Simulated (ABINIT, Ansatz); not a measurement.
An input for ABINIT 10.8.3 (MgB2C2 (Pnnm)):

```
acell 3*1.0 Angstrom
rprim 
  4.614773700000 0.000000000000 0.000000000000
  0.000000000000 7.178871410000 0.000000000000
  0.000000000000 0.000000000000 2.765296290000
ntypat 3
znucl 12 5 6
natom 10
typat 1 1 2 2 2 2 3 3 3 3
xred 
  0.500000000000 0.500000000000 0.500000000000
  0.000000000000 0.000000000000 0.000000000000
  0.883450940000 0.729625690000 0.500000000000
  0.116549060000 0.270374310000 0.500000000000
  0.616549060000 0.229625690000 0.000000000000
  0.383450940000 0.770374310000 0.000000000000
  0.785476000000 0.220340420000 0.500000000000
  0.214524000000 0.779659580000 0.500000000000
  0.714524000000 0.720340420000 0.000000000000
  0.285476000000 0.279659580000 0.000000000000
pp_dirpath "pseudos"
pseudos "Mg.upf, B.upf, C.upf"
ecut 38
iscf -2
irdden 1
kptopt 0
nkpt 52
kpt 
  0.00000000 0.00000000 0.00000000
  0.12500000 0.00000000 0.00000000
  0.25000000 0.00000000 0.00000000
  0.37500000 0.00000000 0.00000000
  0.50000000 0.00000000 0.00000000
  0.50000000 0.12500000 0.00000000
  0.50000000 0.25000000 0.00000000
  0.50000000 0.37500000 0.00000000
  0.50000000 0.50000000 0.00000000
  0.37500000 0.50000000 0.00000000
  0.25000000 0.50000000 0.00000000
  0.12500000 0.50000000 0.00000000
  0.00000000 0.50000000 0.00000000
  0.00000000 0.37500000 0.00000000
  0.00000000 0.25000000 0.00000000
  0.00000000 0.12500000 0.00000000
  0.00000000 0.00000000 0.00000000
  0.00000000 0.00000000 0.12500000
  0.00000000 0.00000000 0.25000000
  0.00000000 0.00000000 0.37500000
  0.00000000 0.00000000 0.50000000
  0.12500000 0.00000000 0.50000000
  0.25000000 0.00000000 0.50000000
  0.37500000 0.00000000 0.50000000
  0.50000000 0.00000000 0.50000000
  0.50000000 0.12500000 0.50000000
  0.50000000 0.25000000 0.50000000
  0.50000000 0.37500000 0.50000000
  0.50000000 0.50000000 0.50000000
  0.37500000 0.50000000 0.50000000
  0.25000000 0.50000000 0.50000000
  0.12500000 0.50000000 0.50000000
  0.00000000 0.50000000 0.50000000
  0.00000000 0.37500000 0.50000000
  0.00000000 0.25000000 0.50000000
  0.00000000 0.12500000 0.50000000
  0.00000000 0.00000000 0.50000000
  0.50000000 0.00000000 0.00000000
  0.50000000 0.00000000 0.12500000
  0.50000000 0.00000000 0.25000000
  0.50000000 0.00000000 0.37500000
  0.50000000 0.00000000 0.50000000
  0.00000000 0.50000000 0.00000000
  0.00000000 0.50000000 0.12500000
  0.00000000 0.50000000 0.25000000
  0.00000000 0.50000000 0.37500000
  0.00000000 0.50000000 0.50000000
  0.50000000 0.50000000 0.00000000
  0.50000000 0.50000000 0.12500000
  0.50000000 0.50000000 0.25000000
  0.50000000 0.50000000 0.37500000
  0.50000000 0.50000000 0.50000000
istwfk *1
nband 31
nbdbuf 2
tolwfr 1e-08
nstep 40
prtwf 0
prtvol 0
indata_prefix "in"
outdata_prefix "out"
tmpdata_prefix "tmp"
```

```sh
OMP_NUM_THREADS=1 mpirun -n 8 abinit run.abi > log
```

Estimate wall time and host memory on 8 MPI ranks of Arm Neoverse V2, shared host.

It took 30 s; on shared hardware allow 15 s to 60 s. Peak host memory was 0.72 GiB.

[Paths, hosts, dates, memory and timing lines, banners, echoed tables and standing remarks are left out of the program output.]

[Logs are printed without paths, hosts, clocks, repeated set-up lines and the standing remarks that a program may print on its own settings, such as how far it seeks lower states.]

[Runs of the session that timed out or met a known fault of the program may be left out.]

[Hosts, paths, dates, database ids (printed as entryN), source tags and the programs' standing remarks are cut or masked in the printed files.]

[G0W0 gaps are taken among the corrected bands and points alone; a level outside them can change the order at an edge.]

[Where Ansatz stands beside ABINIT at settings called matched, ABINIT's density can come from a denser mesh and the files from another edition; pairs whose starting gaps differed by over 0.03 eV were left out, so agreement reads better than it is.]
